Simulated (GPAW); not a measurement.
# How all numerical settings together moves the magnetism of MnF2, part 2 of 2

Two starts of MnF2 are run at each rung of all numerical settings together. Which rung is enough?

GPAW 26.7.0; PBE with U = 5 eV on Mn d; plane waves with GPAW's PAW setups, scalar-relativistic.

So far, largest spin moment in the augmentation sphere (μB): step 2 (rung 1 (280 eV, mesh 2×2×4), start ferro ++) 4.60; step 3 (rung 1 (280 eV, mesh 2×2×4), start antiferro +-) 4.58; step 4 (rung 2 (380 eV, mesh 4×4×4), start ferro ++) 4.61; step 5 (rung 2 (380 eV, mesh 4×4×4), start antiferro +-) 4.59; step 6 (rung 3 (500 eV, mesh 6×6×6), start ferro ++) 4.61.

**7. Rung 3 (500 eV, mesh 6×6×6), start antiferro +-**

The input, order2.py:

```python
import json
import numpy as np
from ase import Atoms
from ase.parallel import paropen, parprint
from gpaw import GPAW

atoms = Atoms(['Mn', 'Mn', 'F', 'F', 'F', 'F'],
    cell=[[4.8738, 0.0, 0.0],
         [0.0, 4.8738, 0.0],
         [0.0, 0.0, 3.3107]],
    scaled_positions=[[0.0, 0.0, 0.0],
         [0.5, 0.5, 0.5],
         [0.3053, 0.3053, 0.0],
         [0.1947, 0.8053, 0.5],
         [0.6947, 0.6947, 0.0],
         [0.8053, 0.1947, 0.5]],
    pbc=True,
    magmoms=[4.5, -4.5, 0.0, 0.0, 0.0, 0.0])
atoms.calc = GPAW(mode={'name': 'pw', 'ecut': 500},
    xc='PBE',
    kpts={'size': (6, 6, 6), 'gamma': True},
    occupations={'name': 'fermi-dirac', 'width': 0.1},
    convergence={'density': 1e-06, 'energy': 1e-05},
    maxiter=200,
    setups={'Mn': ':d,5.0'},
    symmetry={'tolerance': 1e-4},
    txt='order2.txt')
e = atoms.get_potential_energy(force_consistent=True)
res = {'free_energy': e, 'energy_sigma0': atoms.get_potential_energy(), 'fermi_energy': atoms.calc.get_fermi_level()}
res['moments'] = atoms.get_magnetic_moments().tolist()
res['total'] = atoms.get_magnetic_moment()
parprint('site moments (muB):', np.round(res['moments'], 3))
parprint(f"total moment: {res['total']:.3f} muB")
parprint(f'free energy: {e:.6f} eV')
atoms.calc.write('order2.gpw')
with paropen('results.json', 'w') as f:
    json.dump(res, f)
```

Run with:

```sh
> OMP_NUM_THREADS=1 mpirun -n 2 gpaw python order2.py > order2.log
```

Numbers of over 12 decimals in the logs are rounded to 6 here.

The log of the run:

```text
site moments (muB): [ 4.593 -4.593 -0.016  0.016 -0.016  0.016]
total moment: -0.000 muB
free energy: -39.920393 eV

--- order2.txt ---
Input parameters:
  mode=PW(ecut=500),
  convergence={'density': 1e-06, 'energy': 1e-05},
  kpts=MonkhorstPack(size=(6, 6, 6), gamma=True),
  maxiter=200,
  occupations=Occupations(name='fermi-dirac', width=0.1),
  setups={'Mn': ':d,5.0'},
  symmetry=Symmetry(tolerance=0.0001),
[...]
|         35 |        10.742 |     0.000 |        10.743 |     0.000 |
|         36 |        11.230 |     0.000 |        11.228 |     0.000 |
|        ... |               |           |               |           |
|         38 |        17.089 |     0.000 |        16.789 |     0.000 |

Gap: 3.940 eV
Transition (v -> c):
  (s=1, k=36, n=28, [0.50, 0.00, 0.00]) -> (s=1, k=0, n=29, [0.00, 0.00, 0.00])
Direct/indirect transitions are different
Direct gap: 3.972 eV
Transition at: (s=1, k=0, n=28, [0.00, 0.00, 0.00])

[key lines of the parts left out:]
Free energy:     -39.920393
Converged in 13 steps
dipole moment: (-10.494001, -10.494001, -26.902940)  # |e|*Ang
Fermi level: 3.869
```

Wall time 79 s (2 MPI ranks of Arm Neoverse V2, shared host); peak memory 0.53 GiB.

This step gave:

```yaml
magnetization: 0 μB
final_state: antiferromagnetic
largest_moment: 4.593 μB
```

This start lies -15.0 meV a seeded atom from the first, a change of +0.2 meV since rung 2; its largest moment is 4.59 μB.

**8. Rung 4 (700 eV, mesh 8×8×8), start ferro ++**

The input, order1.py:

```python
import json
import numpy as np
from ase import Atoms
from ase.parallel import paropen, parprint
from gpaw import GPAW

atoms = Atoms(['Mn', 'Mn', 'F', 'F', 'F', 'F'],
    cell=[[4.8738, 0.0, 0.0],
         [0.0, 4.8738, 0.0],
         [0.0, 0.0, 3.3107]],
    scaled_positions=[[0.0, 0.0, 0.0],
         [0.5, 0.5, 0.5],
         [0.3053, 0.3053, 0.0],
         [0.1947, 0.8053, 0.5],
         [0.6947, 0.6947, 0.0],
         [0.8053, 0.1947, 0.5]],
    pbc=True,
    magmoms=[4.5, 4.5, 0.0, 0.0, 0.0, 0.0])
atoms.calc = GPAW(mode={'name': 'pw', 'ecut': 700},
    xc='PBE',
    kpts={'size': (8, 8, 8), 'gamma': True},
    occupations={'name': 'fermi-dirac', 'width': 0.05},
    convergence={'density': 1e-06, 'energy': 1e-05},
    maxiter=200,
    setups={'Mn': ':d,5.0'},
    symmetry={'tolerance': 1e-4},
    txt='order1.txt')
e = atoms.get_potential_energy(force_consistent=True)
res = {'free_energy': e, 'energy_sigma0': atoms.get_potential_energy(), 'fermi_energy': atoms.calc.get_fermi_level()}
res['moments'] = atoms.get_magnetic_moments().tolist()
res['total'] = atoms.get_magnetic_moment()
parprint('site moments (muB):', np.round(res['moments'], 3))
parprint(f"total moment: {res['total']:.3f} muB")
parprint(f'free energy: {e:.6f} eV')
atoms.calc.write('order1.gpw')
with paropen('results.json', 'w') as f:
    json.dump(res, f)
```

Run with:

```sh
> OMP_NUM_THREADS=1 mpirun -n 2 gpaw python order1.py > order1.log
```

The log of the run:

```text
site moments (muB): [4.609 4.609 0.053 0.053 0.053 0.053]
total moment: 10.000 muB
free energy: -40.268436 eV

--- order1.txt ---
Input parameters:
  mode=PW(ecut=700),
  convergence={'density': 1e-06, 'energy': 1e-05},
  kpts=MonkhorstPack(size=(8, 8, 8), gamma=True),
  maxiter=200,
  occupations=Occupations(name='fermi-dirac', width=0.05),
  setups={'Mn': ':d,5.0'},
  symmetry=Symmetry(tolerance=0.0001),
[...]
|         35 |        10.583 |     0.000 |        11.450 |     0.000 |
|         36 |        10.583 |     0.000 |        11.451 |     0.000 |
|        ... |               |           |               |           |
|         41 |        18.854 |     0.000 |        19.851 |     0.000 |

Gap: 2.809 eV
Transition (v -> c):
  (s=0, k=0, n=33, [0.00, 0.00, 0.00]) -> (s=0, k=0, n=34, [0.00, 0.00, 0.00])
No difference between direct/indirect transitions

[key lines of the parts left out:]
Free energy:     -40.268436
Converged in 13 steps
dipole moment: (-10.495902, -10.495902, -26.882906)  # |e|*Ang
Fermi level: 3.348
```

Run time: 4 min. Hardware: 2 MPI ranks; peak memory 0.97 GiB; 7.9 min of CPU time.

This step gave:

```yaml
magnetization: 10.000 μB
final_state: ferromagnetic
largest_moment: 4.609 μB
```

The largest moment is that of rung 3, at 2.6 times its CPU time.

**9. Rung 4 (700 eV, mesh 8×8×8), start antiferro +-**

order2.py is the script of step 7 with these lines changed:

```diff
@@ -18,6 +18,6 @@
     magmoms=[4.5, -4.5, 0.0, 0.0, 0.0, 0.0])
-atoms.calc = GPAW(mode={'name': 'pw', 'ecut': 500},
+atoms.calc = GPAW(mode={'name': 'pw', 'ecut': 700},
     xc='PBE',
-    kpts={'size': (6, 6, 6), 'gamma': True},
-    occupations={'name': 'fermi-dirac', 'width': 0.1},
+    kpts={'size': (8, 8, 8), 'gamma': True},
+    occupations={'name': 'fermi-dirac', 'width': 0.05},
     convergence={'density': 1e-06, 'energy': 1e-05},
```

Run with:

```sh
> OMP_NUM_THREADS=1 mpirun -n 2 gpaw python order2.py > order2.log
```

The log of the run:

```text
site moments (muB): [ 4.593 -4.593 -0.016  0.016 -0.016  0.016]
total moment: -0.000 muB
free energy: -40.298510 eV

--- order2.txt ---
Input parameters:
  mode=PW(ecut=700),
  convergence={'density': 1e-06, 'energy': 1e-05},
  kpts=MonkhorstPack(size=(8, 8, 8), gamma=True),
  maxiter=200,
  occupations=Occupations(name='fermi-dirac', width=0.05),
  setups={'Mn': ':d,5.0'},
  symmetry=Symmetry(tolerance=0.0001),
[...]
|         35 |        10.744 |     0.000 |        10.744 |     0.000 |
|         36 |        11.228 |     0.000 |        11.227 |     0.000 |
|        ... |               |           |               |           |
|         38 |        16.791 |     0.000 |        16.791 |     0.000 |

Gap: 3.942 eV
Transition (v -> c):
  (s=1, k=80, n=28, [0.50, 0.00, 0.00]) -> (s=1, k=0, n=29, [0.00, 0.00, 0.00])
Direct/indirect transitions are different
Direct gap: 3.977 eV
Transition at: (s=1, k=0, n=28, [0.00, 0.00, 0.00])


[key lines of the parts left out:]
Free energy:     -40.298510
Converged in 13 steps
dipole moment: (-10.493958, -10.493958, -26.882338)  # |e|*Ang
Fermi level: 2.856
```

Elapsed: 3.6 min, on 2 MPI ranks; peak memory 0.94 GiB.

This step gave:

```
magnetization  : 0 μB
final state    : antiferromagnetic
largest moment : 4.593 μB
```

This start lies -15.0 meV a seeded atom from the first, a change of +0.0 meV since rung 3; its largest moment is 4.59 μB.

**10. Another try**

A slip in the input shows what the program catches and what it lets pass.

run.py, as its differences from order2.py of step 9:

```diff
@@ -17,5 +17,5 @@
     pbc=True,
-    magmoms=[4.5, -4.5, 0.0, 0.0, 0.0, 0.0])
+    magmoms=[4.5, 4.5, 0.0, 0.0, 0.0, 0.0])
 atoms.calc = GPAW(mode={'name': 'pw', 'ecut': 700},
-    xc='PBE',
+    xc='PBE96',
     kpts={'size': (8, 8, 8), 'gamma': True},
@@ -23,6 +23,6 @@
     convergence={'density': 1e-06, 'energy': 1e-05},
-    maxiter=200,
+    maxiter=60,
     setups={'Mn': ':d,5.0'},
     symmetry={'tolerance': 1e-4},
-    txt='order2.txt')
+    txt='run.txt')
 e = atoms.get_potential_energy(force_consistent=True)
@@ -34,3 +34,3 @@
 parprint(f'free energy: {e:.6f} eV')
-atoms.calc.write('order2.gpw')
+atoms.calc.write('run.gpw')
 with paropen('results.json', 'w') as f:
```

Run with:

```sh
> OMP_NUM_THREADS=1 mpirun -n 2 gpaw python run.py > run.log
```

The log of the run:

```text
NameError: Unknown functional: PBE96.
```

Wall time 12 s (2 MPI ranks); peak memory 0.27 GiB.

The input was rejected at the start.

The program's message: “NameError: Unknown functional: PBE96.”

The fault put into the input: an unknown functional.

The functional must be one that the program lists.

**11. The rungs together**

Ladder, by row:

| rung | cutoff (eV) | mesh | smearing (eV) | state from the first start | state from the second start | second less first (meV a seeded atom) | moment, first (μB) | moment, second (μB) | CPU time (s) |
| --- | --- | --- | --- | --- | --- | --- | --- | --- | --- |
| 1 | 280 | 2x2x4 | 0.2 | ferromagnetic | antiferromagnetic | -17.27 | 4.596 | 4.576 | 34.41 |
| 2 | 380 | 4x4x4 | 0.15 | ferromagnetic | antiferromagnetic | -15.26 | 4.608 | 4.592 | 86.79 |
| 3 | 500 | 6x6x6 | 0.1 | ferromagnetic | antiferromagnetic | -15.05 | 4.609 | 4.593 | 336.1 |
| 4 | 700 | 8x8x8 | 0.05 | ferromagnetic | antiferromagnetic | -15.04 | 4.609 | 4.593 | 906 |

**12. Summary of results**

```yaml
range_of_the_moment_in_the_table_second_start: 4.58 to 4.59 μB
range_of_cpu_time: 34 s to 15 min
range_of_the_energy_difference: -17.3 to -15.0 meV a seeded atom
first_rung_from_which_all_stay_within_2_mev_of_the_last: 2
```

In words: From rung 2 on the result stays within 0.22 meV of the last rung, inside the margin of 2 meV set for it, at 9.6 % of the last rung's cost. The second start ends lower on every rung of the table; whether functional and cell give the true order is another question.

[Logs and program files are shortened in this print: banners, set-up blocks, solver, clock and traceback lines can be left out without a mark of their own.]

[Logs are printed without paths, hosts, clocks, repeated set-up lines and the standing remarks that a program may print on its own settings, such as how far it seeks lower states.]

[Hosts, paths, dates, database ids (printed as entryN), source tags and the programs' standing remarks are cut or masked in the printed files.]

[Where a cell is said to come from a database of computed structures, the database is the Materials Project.]
